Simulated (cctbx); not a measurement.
# Lattice, Laue class and space group of a new crystal

Cell: a = 5.0340 Å, b = 5.0340 Å, c = 7.0130 Å, α = 90.00°, β = 90.00°, γ = 90.00°. Expected content of the cell: Cs2 C2 H8.

Simulated single-crystal data (cctbx): Mo Kα, λ = 0.71073 Å, to d = 0.84 Å, 95 % of the full sphere, strongest reflection 20000 counts, noise from counting, a 4 % proportional error and a noise floor of 2 counts (s.d.); no absorption.

A first pass over the reflections prints:

```text
1172 reflections to d = 0.844 A
centring   violations  <I/sigma> of those
    A        297 of   590     11.6
    B        293 of   588     11.5
    C        286 of   582     11.2
    I          1 of   599      0.1
    R        400 of   787     11.7
    F        438 of   880     11.4
Laue class    unique    Rint  (classes that these axes allow; Friedel mates merged)
I 1 2/m 1         172   0.028
I 1 1 2/m         168   0.028
I 2/m 1 1         172   0.029
I m m m           104   0.030
I 4/m              86   0.031
I 4/m m m          61   0.031
space group    extra absences  I>4sigma  <I/sigma>
I 4 2 2                 0          0         -  acentric
I 4 m m                 0          0         -  acentric
I -4 m 2                0          0         -  acentric
I -4 2 m                0          0         -  acentric
I 4/m m m               0          0         -  centric
Wilson B = 1.91 A^2   <|E^2-1|> = 0.410 (0.968 centric, 0.736 acentric)   E^2>4: 0.0 %
shell (A)         n   <I/sigma>
 4.09 - 1.44     17     58.8
 1.44 - 1.15     12     67.8
 1.15 - 1.01      8     61.6
 1.01 - 0.92     14     72.1
 0.92 - 0.85     10     59.6
```

Q: Read the symmetry from these tables.

The reflections that I centring forbids are absent (⟨I/σ⟩ near 0), so the lattice is I. The true lattice is P: the reflections that would show it are too weak in these data.

Rint stays low (0.028 to 0.031) up to I 4/m m m, the highest class in these axes.

5 settings pass the absence test. No glide or screw absences show, which leaves I 4 2 2, I 4 m m, I -4 m 2, I -4 2 m and I 4/m m m.

⟨|E²−1|⟩ = 0.410 leans to a non-centrosymmetric structure, or to twinning, which lowers it. Here that hint misleads: the statistic assumes many like atoms on general positions, and few, heavy or special-position atoms break it. The Wilson B of 1.91 Å² means U ≈ 0.0242 Å².

The true group is P4_2/nmc (no. 137, origin choice 1), Laue class 4/mmm, centrosymmetric. It isn't in the list: pseudo-symmetry or weak reflections misled the tests.

This is a model crystal, built by substitution and not relaxed, with assumed displacement parameters.

[Logs are printed without paths, hosts, clocks, repeated set-up lines and the standing remarks that a program may print on its own settings, such as how far it seeks lower states.]
